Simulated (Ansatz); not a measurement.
G0W0 rungs for MgBrF (1T monolayer (Janus)).

The cell holds 3 atoms: 1 Mg, 1 F and 1 Br. Its edges and angles: a = 3.414 Å, b = 3.414 Å, c = 28.000 Å, α = 90.0°, β = 90.0°, γ = 120.0°. Vacuum lies along c.

```xyz
3
Lattice="3.4138 0.0000 0.0000 -1.7069 2.9564 0.0000 0.0000 0.0000 28.0000" Properties=species:S:1:pos:R:3
Mg    0.0000    0.0000   14.4099
F     0.0000    1.9710   15.2123
Br    1.7069    0.9855   12.7877
```

The structure was relaxed with LDA. The runs that relaxed it are not among those shown. PAW set soft_2, made with PBE.

Runs so far (Ansatz 0.2.0, start LDA, default PAW files, 6×6×1 mesh). Times are wall times on 4 threads of Arm Neoverse V1, shared host, good to a factor of about two.

| bands summed | cutoff (eV) | gap on the mesh (eV) | time |
| --- | --- | --- | --- |
| 73 | 21 | 5.380 | 11 s |
| 186 | 42 | 5.418 | 33 s |
| 387 | 70 | 5.604 | 2.2 min |

Question: What should the next rung give, with 702 bands and screening to 105 eV, and where is the limit?

The error falls about as one over the bands when the cutoff rises with them. A line through the two highest rungs given predicts 5.681 eV; the run gave 5.814 eV, a miss of 0.133 eV, so the law fails here: the steps don't follow it yet. The two highest rungs put the limit near 6.072 eV, the pair below near 5.776 eV; neither can be trusted until a further rung is run.

Gaps are over the mesh's points; an edge off the mesh would be missed. Limits: not at the basis limit; coarse mesh for a sheet; no spin-orbit coupling.

[Paths, hosts, dates, memory and timing lines, banners, echoed tables and standing remarks are left out of the program output.]

[Logs are printed without paths, hosts, clocks, repeated set-up lines and the standing remarks that a program may print on its own settings, such as how far it seeks lower states.]

[Runs of the session that timed out or met a known fault of the program may be left out.]

[Cells called generated may have been cut or substituted from an entry of the Crystallography Open Database or the Materials Project.]

[Hosts, paths, dates, database ids (printed as entryN), source tags and the programs' standing remarks are cut or masked in the printed files.]
